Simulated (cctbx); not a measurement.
# Resonant diffraction in Ga5BiPd

Space group P4/mmm (no. 123), a = 4.2240 Å, b = 4.2240 Å, c = 7.0480 Å, α = 90.00°, β = 90.00°, γ = 90.00°.

```csv
atom,mult.,x,y,z,Ueq (Å²)
Bi1,1,0,0,0,0.0208
Pd1,1,0,0,1/2,0.0190
Ga1,4,0,1/2,0.3099,0.0378
Ga2,1,1/2,1/2,0,0.0355
```

The model was made for the exercise: a known structure type with other elements put in, its volume estimated, not relaxed; displacement parameters are assumed.

Calculated with cctbx: free-atom f′ and f″ from the Sasaki tables, no fine structure; amplitudes in electrons.

```
E (eV)  F 2 0 1  F 0 0 3  F 0 1 2  F 1 1 1
 12819     11.8    123.7     72.8     79.2
 13169     10.3    122.6     71.0     77.9
 13299      9.1    121.5     69.6     76.7
 13359      8.0    120.3     68.4     75.5
 13389      6.8    119.0     67.1     74.3
 13404      5.6    117.8     65.8     73.1
 13411      4.6    116.7     64.7     72.0
 13415      3.5    115.5     63.5     70.8
 13423      7.2    115.9     63.6     71.2
 13427      7.9    117.3     65.0     72.6
 13434      8.5    118.5     66.2     73.8
 13449      9.4    119.9     67.6     75.1
 13479     10.3    121.2     68.9     76.4
 13569     11.5    123.0     70.5     78.2
 13819     12.9    125.0     72.2     80.0
```

**Question.** Which edge is crossed, and why do the reflections move as they do?

The L3 edge of Bi. The edge is at 13419 eV. f′ of Bi falls from -12.2 e at 13299 eV to -18.6 e at 4 eV below it, and f″ steps from 3.96 to 10.11 e across it. Over that approach |F| changes by -62 % (2 0 1), -5 % (0 0 3), -9 % (0 1 2) and -8 % (1 1 1): a reflection falls where Bi scatters in phase with the total and rises where it scatters against it; it hardly moves where the Bi term is small or cancels by symmetry. Above the edge the larger f″ enters the imaginary part, where it can add to or cancel the other atoms' f″. The structure is centrosymmetric, so Friedel mates stay equal.

[Logs are printed without paths, hosts, clocks, repeated set-up lines and the standing remarks that a program may print on its own settings, such as how far it seeks lower states.]
